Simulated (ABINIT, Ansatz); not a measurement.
# ScGa3 (Pm-3m): zone-centre phonons

Which modes does ScGa3 (Pm-3m) have at the zone centre?

Calculated with ABINIT 10.8.3; DFT LDA, scalar-relativistic, plane waves, PseudoDojo norm-conserving pseudopotentials.

Report form: the programs' logs are mostly left out.

### Step 1. Set-up

Symmetry: Pm-3m, No. 221, cubic system. The conventional cell has a = 4.000 Å, b = 4.000 Å, c = 4.000 Å, α = 90.00°, β = 90.00°, γ = 90.00°. Nearest to Sc lie 12 Ga at 2.83 Å. Nearest to Ga lie 4 Sc at 2.83 Å and 8 Ga at 2.83 Å. Farther neighbours are not listed.

### Step 2. Relaxation

The harmonic expansion needs vanishing forces, and a free crystal bears no stress, so cell and atoms are brought to rest. Stress is more sensitive to the basis than forces are: the last 3 Ha under the cutoff are smoothed with ecutsm, and the cutoff is raised above that of the later runs.

The starting cell comes from a relaxation made beforehand in Ansatz (LDA, PseudoDojo NC).

relax.abi

```
# relaxation
ionmov 2
optcell 2
dilatmx 1.08
ntime 40
tolmxf 1.0d-05
tolvrs 1.0d-14
prtwf 0
prtden 0
chksymtnons 0

# basis, mesh and filling
ecut 44.0
ecutsm 3.0
ngkpt 8 8 8
nshiftk 1
shiftk 0.0 0.0 0.0
istwfk *1
occopt 7
tsmear 0.01
nband 35
nstep 100
diemac 1000000.0
prtebands 0
prtgsr 0
useylm 1

# cell and atoms
acell 3*1.0 Angstrom
rprim 
    4.000464342 0.0 0.0
    0.0 4.000464342 0.0
    0.0 0.0 4.000464342
ntypat 2
znucl 21 31
natom 4
typat 1 2 2 2
xred 
    0.0 0.0 0.0
    0.0 0.5 0.5
    0.5 0.0 0.5
    0.5 0.5 0.0
pp_dirpath "./pseudo"
pseudos "Sc.upf, Ga.upf"
```

Run with:

```console
OMP_NUM_THREADS=1 mpirun -n 4 abinit relax.abi > relax.log
```

Run time: 4.5 min. Hardware: 4 MPI ranks of Arm Neoverse V1, shared host; 18 min of CPU time.

Little changed from the start: no atom moved by 0.005 Å and no cell edge by 0.1 %.

This step gave:

- volume per atom: 15.98 Å³
- pressure: 1.48e-4 GPa
- gap on the k-mesh: 0 eV

### Step 3. Ground state

First-order wavefunctions inherit every error of the ground state, hence the very tight tolvrs. Occupations are smeared.

gs.abi

```
# ground state
tolvrs 1.0d-16
prtden 1
prtwf 1

# basis, mesh and filling
ecut 36.0
ngkpt 8 8 8
nshiftk 1
shiftk 0.0 0.0 0.0
istwfk *1
occopt 7
tsmear 0.01
nband 35
nstep 100
diemac 1000000.0
prtebands 0
prtgsr 0
useylm 1

# cell and atoms
acell 3*1.0 Angstrom
rprim 
    3.998724453 0.0 0.0
    0.0 3.998724453 0.0
    0.0 0.0 3.998724453
ntypat 2
znucl 21 31
natom 4
typat 1 2 2 2
xred 
    0.0 0.0 0.0
    0.0 0.5 0.5
    0.5 0.0 0.5
    0.5 0.5 0.0
pp_dirpath "./pseudo"
pseudos "Sc.upf, Ga.upf"
```

Run with:

```console
OMP_NUM_THREADS=1 mpirun -n 4 abinit gs.abi > gs.log
```

It took 81 s on 4 MPI ranks; 5.4 min of CPU time.

This step gave:

- pressure: -1.890 GPa

The cell stands at -1.9 GPa: the relaxation ran with a smoothed and higher cutoff, and the difference is a stress of the finite basis.

### Step 4. Zone-centre response

At q = 0 one unit cell holds all displacements. The response is solved for single atoms along the cell's directions, and symmetry skips those that follow from others. The crystal is treated as a metal, which screens a static field, so no field response is asked.

dfpt_gamma.abi

```

# common to the responses
getwfk_filepath "gso_WFK"
kptopt 2
nqpt 1
qpt 0.0 0.0 0.0
asr 0
chneut 0

# displacements
rfphon 1
rfatpol 1 4
rfdir 1 1 1
tolvrs 1.0d-10
prtwf 0

# basis, mesh and filling
ecut 36.0
ngkpt 8 8 8
nshiftk 1
shiftk 0.0 0.0 0.0
istwfk *1
occopt 7
tsmear 0.01
nband 35
nstep 100
diemac 1000000.0
prtebands 0
prtgsr 0
useylm 1

# cell and atoms
acell 3*1.0 Angstrom
rprim 
    3.998724453 0.0 0.0
    0.0 3.998724453 0.0
    0.0 0.0 3.998724453
ntypat 2
znucl 21 31
natom 4
typat 1 2 2 2
xred 
    0.0 0.0 0.0
    0.0 0.5 0.5
    0.5 0.0 0.5
    0.5 0.5 0.0
pp_dirpath "./pseudo"
pseudos "Sc.upf, Ga.upf"
```

Run with:

```console
OMP_NUM_THREADS=1 mpirun -n 4 abinit dfpt_gamma.abi > dfpt_gamma.log
```

Run time: 8.8 min. Hardware: 4 MPI ranks.

This step gave:

- largest acoustic frequency at the zone centre before the sum rule: 2.98 cm⁻¹
- highest optical zone-centre mode (no LO-TO term): 263.1 cm⁻¹
- lowest optical zone-centre mode: 137.1 cm⁻¹

The acoustic modes at Γ come out as far as 3.0 cm⁻¹ from zero, where they should vanish, a small numerical error.

### Step 5. Zone-centre analysis

anaddb reads the merged derivatives and imposes the acoustic sum rule.

anaddb.abi

```
ddb_filepath "gamma_DDB"
output_file "anaddb.abo"
outdata_prefix "anaddb"
asr 1
chneut 1
enunit 2
eivec 1
nph1l 1
qph1l 0.0 0.0 0.0 1.0
```

mrgddb.in

```
gamma_DDB
merged
2
dfpt_gammao_DDB
gso_DDB
```

Run with:

```console
mrgddb < mrgddb.in > mrgddb.log
OMP_NUM_THREADS=1 anaddb anaddb.abi > anaddb.log
```

Elapsed: 0.51 s, on 1 thread.

No LO-TO term; unit eigenvectors of the mass-weighted matrix, from anaddb's displacements. The modes at Γ (shares of kinetic energy by element, %):

```
mode  frequency (cm⁻¹)  Sc %  Ga %
   1               0.0    18    82
   2               0.0    18    82
   3               0.0    18    82
   4             137.1     0   100
   5             137.1     0   100
   6             137.1     0   100
   7             137.2    14    86
   8             137.2    14    86
   9             137.2    14    86
  10             263.1    69    31
  11             263.1    69    31
  12             263.1    69    31
```

Displacements in mode 4 (137.1 cm⁻¹), the largest set to 1:
```
Sc1  0.00  0.00  0.00
Ga2  0.00  0.00 -1.00
Ga3  0.00  0.00  1.00
Ga4  0.00  0.00  0.00
```

Displacements in mode 10 (263.1 cm⁻¹), the largest set to 1:
```
Sc1  0.00  0.00  1.00
Ga2  0.00  0.00 -0.38
Ga3  0.00  0.00 -0.38
Ga4  0.00  0.00  0.11
```

The rule moves no optical mode by more than 0.1 cm⁻¹.

### Step 6. What came out

```json
{"space group after relaxation": "Pm-3m", "volume per atom": "16.0 Å³", "highest optical zone-centre mode (no LO-TO term)": "263.1 cm⁻¹", "lowest optical zone-centre mode": "137.1 cm⁻¹", "imaginary optical modes at the zone centre (no q mesh in this session)": "none"}
```

What this shows: At the LDA level the optical modes of ScGa3 (Pm-3m) at the zone centre run from 137 to 263 cm⁻¹. The base run prints -1.9 GPa, mostly the error of a finite basis; the relaxation, with a smoothed and higher cutoff, had brought the cell to rest. An error of this size shows a cutoff that is short for these files. These are harmonic frequencies at zero temperature: anharmonic shifts and linewidths and thermal expansion are left out. In a metal the frequencies hang on the k mesh and the smearing, most of all near Kohn anomalies.

[Host names and launcher messages were left out of these logs when they were recorded.]

[Logs are printed without paths, hosts, clocks, repeated set-up lines and the standing remarks that a program may print on its own settings, such as how far it seeks lower states.]

[Hosts, paths, dates, database ids (printed as entryN), source tags and the programs' standing remarks are cut or masked in the printed files.]
